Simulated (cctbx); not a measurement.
# A crystallographic session in cctbx: Ce3Ti2Ni6

Library: cctbx 2025.11. The data are simulated by the first script.

## 1. Simulate the data

run.py:

```python
from cctbx import adptbx, crystal, miller, sgtbx, xray
from cctbx.array_family import flex
from iotbx.shelx import hklf
from scitbx import matrix
import scitbx.random

cs = crystal.symmetry(unit_cell=(8.918, 8.918, 8.918, 90, 90, 90), space_group_symbol='Hall: -I 4 2 3')  # Im-3m
atoms = [  # label, site, U (iso, or U11 U22 U33 U12 U13 U23 in A^2), occupancy
    ("Ce1", (0, 0, 0.7225), 0.0209, 0.8),
    ("Ni1", (0, 0, 0.7225), 0.0209, 0.2),
    ("Ni2", (0.1713, 0.8287, 0.5), 0.0192, 0.9),
    ("Ce2", (0.1713, 0.8287, 0.5), 0.0192, 0.1),
    ("Ti1", (0.25, 0.75, 0.25), 0.0292, 1),
]
xs = xray.structure(crystal_symmetry=cs)
for label, site, u, occ in atoms:
    u = adptbx.u_cif_as_u_star(cs.unit_cell(), u) if isinstance(u, tuple) else u
    xs.add_scatterer(xray.scatterer(label, site=site, u=u, occupancy=occ))
xs.set_inelastic_form_factors(0.71073, "sasaki")
xs.show_summary()
p1 = xs.expand_to_p1()
ms = miller.build_set(p1, anomalous_flag=True, d_min=0.77)
flex.set_random_seed(452278)
scitbx.random.set_random_seed(452278)
ms = ms.select(flex.random_double(ms.size()) < 0.7)
i = ms.structure_factors_from_scatterers(p1, algorithm="direct").f_calc().as_intensity_array().data()
i = i * 70000 / flex.max(i)
sig = flex.sqrt(i + flex.pow2(0.015 * i) + 15 ** 2)
noise = scitbx.random.variate(scitbx.random.normal_distribution())(i.size())
data = ms.array(data=i + sig * noise, sigmas=sig).set_observation_type_xray_intensity()
with open("data.hkl", "w") as f:
    data.export_as_shelx_hklf(f)
print("reflections written:", data.size(), " <I/sigma> = %.1f" % flex.mean(data.data() / data.sigmas()))
for h, a, b in list(data.sort("data"))[:12]:
    print("%4d%4d%4d %9.1f %7.1f" % (h + (a, b)))
```

```console
$ python run.py
```

```text
Number of scatterers: 5
At special positions: 5
Unit cell: (8.918, 8.918, 8.918, 90, 90, 90)
Space group: I m -3 m (No. 229)
reflections written: 4682  <I/sigma> = 10.7
  -3  -3   0   71133.8  1082.9
  -3   0  -3   71133.7  1082.9
   0  -3   3   71048.6  1082.9
   3   3   0   71023.4  1082.9
   0  -3  -3   70959.4  1082.9
   3   0  -3   70860.7  1082.9
   0   3  -3   70538.9  1082.9
   3  -3   0   70473.1  1082.9
   3   0   3   70349.7  1082.9
  -3   0   3   69968.1  1082.9
   0   0  -4   34150.4   541.1
   0  -4   0   33526.7   541.1
```

It took 0.24 s on 1 thread of Arm Neoverse V2 (shared host), peak memory 0.07 GiB.

## 2. Refinement

run.py:

```python
import math
from cctbx import adptbx, crystal, maptbx, sgtbx, xray
from cctbx.array_family import flex
from cctbx.xray import observations
from iotbx.shelx import hklf
from scitbx.lstbx import normal_eqns_solving
from smtbx import absolute_structure, utils
from smtbx.refinement import constraints, least_squares

cs = crystal.symmetry(unit_cell=(8.918, 8.918, 8.918, 90, 90, 90), space_group_symbol='Hall: -I 4 2 3')  # Im-3m
atoms = [  # label, site, U (iso, or U11 U22 U33 U12 U13 U23 in A^2), occupancy
    ("Ce1", (0, 0, 0.7225), 0.0200, 1),
    ("Ni2", (0.1713, 0.8287, 0.5), 0.0200, 1),
    ("Ti1", (0.25, 0.75, 0.25), 0.0200, 1),
]
xs = xray.structure(crystal_symmetry=cs)
for label, site, u, occ in atoms:
    u = adptbx.u_cif_as_u_star(cs.unit_cell(), u) if isinstance(u, tuple) else u
    xs.add_scatterer(xray.scatterer(label, site=site, u=u, occupancy=occ))
xs.set_inelastic_form_factors(0.71073, "sasaki")
xs.convert_to_anisotropic()
raw = hklf.reader(file_name="data.hkl").as_miller_arrays(crystal_symmetry=cs, anomalous=True)[0]
merged = raw.eliminate_sys_absent().merge_equivalents()
fo2 = merged.array().set_observation_type_xray_intensity()
print("Rint %.3f, %d unique reflections to %.2f A" % (merged.r_int(), fo2.size(), fo2.d_min()))
for sc in xs.scatterers():
    sc.flags.set_grad_site(True)
    sc.flags.set_grad_u_aniso(sc.flags.use_u_aniso())
    sc.flags.set_grad_u_iso(sc.flags.use_u_iso())
obs = fo2.as_xray_observations()
extra = {}
rep = constraints.reparametrisation(xs, [], utils.connectivity_table(xs), **extra)
ls = least_squares.crystallographic_ls(obs, rep, weighting_scheme=least_squares.mainstream_shelx_weighting(a=0, b=0))
print("cycle     R1     wR2    GooF  max shift (A)")
for cycle in range(12):
    ls.build_up()
    r1, wr2, goof = ls.r1_factor(cutoff_factor=2)[0], ls.wR2(), ls.goof()
    old = xs.sites_cart()
    normal_eqns_solving.levenberg_marquardt_iterations(ls, n_max_iterations=3, tau=1e-06, step_threshold=1e-7)
    big = flex.max((xs.sites_cart() - old).norms())
    print("%4d %7.4f %7.4f %7.3f %9.5f" % (cycle + 1, r1, wr2, goof, big))
    ls.build_up(objective_only=True)
    if abs(ls.wR2() - wr2) < 5e-5 and big < 5e-4:
        break
ls.build_up()
print("final R1 %.4f wR2 %.4f GooF %.3f  parameters %d  data/parameter %.1f" % (ls.r1_factor(cutoff_factor=2)[0], ls.wR2(), ls.goof(), ls.n_parameters, fo2.size() / ls.n_parameters))
cov = ls.covariance_matrix_and_annotations()
su = dict(zip(cov.annotations, (math.sqrt(max(v, 0)) for v in cov.matrix.matrix_packed_u_diagonal())))
a2 = cs.unit_cell().reciprocal_parameters()[0] ** -2
print("atom        x        y        z      Ueq    occ   su(xyz)  su(Uiso or U11)")
for sc in xs.scatterers():
    s = max(su.get(sc.label + k, 0) for k in (".x", ".y", ".z"))
    npd = "" if sc.is_positive_definite_u(cs.unit_cell()) else "  NPD"
    print("%-5s %8.5f %8.5f %8.5f %8.4f %6.3f %8.5f %7.4f%s" % ((sc.label,) + sc.site + (sc.u_iso_or_equiv(cs.unit_cell()), sc.occupancy, s, su.get(sc.label + ".uiso", su.get(sc.label + ".u11", 0) * a2), npd)))
fo = fo2.f_sq_as_f()
fc = fo.structure_factors_from_scatterers(xs, algorithm="direct").f_calc()
diff = fo.f_obs_minus_f_calc(1 / math.sqrt(ls.scale_factor()), fc).average_bijvoet_mates()
m = diff.fft_map(symmetry_flags=maptbx.use_space_group_symmetry, resolution_factor=0.25).apply_volume_scaling()
print("difference map: max %.2f min %.2f rms %.2f" % (m.statistics().max(), m.statistics().min(), m.statistics().sigma()))
peaks = m.peak_search(parameters=maptbx.peak_search_parameters(min_distance_sym_equiv=0.6, max_clusters=6)).all()
near = xs.closest_distances(peaks.sites(), distance_cutoff=4)
sps = cs.special_position_settings(min_distance_sym_equiv=0.5)
for k, (x, h) in enumerate(zip(peaks.sites(), peaks.heights())):
    ss = sps.site_symmetry(x)
    print("Q%-3d %7.4f %7.4f %7.4f %4d %7.2f  %.2f A from %s" % ((k + 1,) + tuple(t % 1 for t in ss.exact_site()) + (ss.multiplicity(), h, near.smallest_distances[k], xs.scatterers()[near.i_seqs[k]].label)))
```

```console
$ python run.py
```

```text
Rint 0.019, 106 unique reflections to 0.77 A
cycle     R1     wR2    GooF  max shift (A)
   1  0.1216  0.2537  32.907   0.00498
   2  0.0507  0.1179  15.294   0.00003
final R1 0.0507 wR2 0.1179 GooF 15.293  parameters 9  data/parameter 11.8
atom        x        y        z      Ueq    occ   su(xyz)  su(Uiso or U11)
Ce1    0.00000  0.00000  0.72306   0.0241  1.000  0.00029  0.0010
Ni2    0.17151  0.82849  0.50000   0.0106  1.000  0.00023  0.0010
Ti1    0.25000  0.75000  0.25000   0.0263  1.000  0.00000  0.0021
difference map: max 3.84 min -3.17 rms 0.68
Q1    0.0000  0.3470  0.3470   24    3.85  0.23 A from Ni2
Q2    0.2197  0.2197  0.2197   16    1.30  0.47 A from Ti1
Q3    0.0000  0.0000  0.3020   12    0.99  0.22 A from Ce1
Q4    0.0000  0.0000  0.4184   12    0.66  1.26 A from Ce1
Q5    0.1303  0.2500  0.3697   48    0.63  1.41 A from Ni2
Q6    0.0495  0.1801  0.3921   96    0.47  1.45 A from Ni2
```

Time: 0.37 s.

This run holds a fault made on purpose: disorder ignored: each site full, of its main element.

## 3. Refinement (occupancies of the disordered sites free, main element alone)

run.py, as its changes from the last script of this kind:

```diff
@@ -12,3 +12,3 @@
-    ("Ce1", (0, 0, 0.7225), 0.0200, 1),
-    ("Ni2", (0.1713, 0.8287, 0.5), 0.0200, 1),
-    ("Ti1", (0.25, 0.75, 0.25), 0.0200, 1),
+    ("Ce1", (0, 0, 0.72306), 0.0120, 1),
+    ("Ni2", (0.17151, 0.82849, 0.5), 0.0120, 1),
+    ("Ti1", (0.25, 0.75, 0.25), 0.0120, 1),
@@ -29,0 +30 @@
+    sc.flags.set_grad_occupancy(sc.label in ('Ce1', 'Ni2'))
@@ -35 +36 @@
-for cycle in range(12):
+for cycle in range(20):
@@ -54,0 +56,2 @@
+print("su of occupancy Ce1: %.3f" % su["Ce1.occ"])
+print("su of occupancy Ni2: %.3f" % su["Ni2.occ"])
```

```console
$ python run.py
```

```text
Rint 0.019, 106 unique reflections to 0.77 A
cycle     R1     wR2    GooF  max shift (A)
   1  0.1501  0.2882  37.778   0.00461
   2  0.0060  0.0112   1.473   0.00030
   3  0.0041  0.0069   0.904   0.00002
final R1 0.0041 wR2 0.0069 GooF 0.900  parameters 11  data/parameter 9.6
atom        x        y        z      Ueq    occ   su(xyz)  su(Uiso or U11)
Ce1    0.00000  0.00000  0.72251   0.0216  0.896  0.00002  0.0001
Ni2    0.17132  0.82868  0.50000   0.0179  1.095  0.00001  0.0001
Ti1    0.25000  0.75000  0.25000   0.0296  1.000  0.00000  0.0002
su of occupancy Ce1: 0.003
su of occupancy Ni2: 0.003
difference map: max 0.33 min -0.19 rms 0.06
Q1    0.1907  0.1907  0.1907   16    0.33  0.92 A from Ti1
Q2    0.0000  0.0000  0.4319   12    0.21  1.38 A from Ce1
Q3    0.0000  0.3070  0.3775   48    0.19  0.48 A from Ni2
Q4    0.1158  0.1158  0.2005   48    0.19  1.61 A from Ce1
Q5    0.0927  0.2500  0.4073   48    0.14  1.29 A from Ni2
Q6    0.0637  0.1542  0.4000   96    0.13  1.32 A from Ni2
```

It took 0.43 s on 1 thread of Arm Neoverse V2, on a shared host, peak memory 0.09 GiB.

[Logs are printed without paths, hosts, clocks, repeated set-up lines and the standing remarks that a program may print on its own settings, such as how far it seeks lower states.]
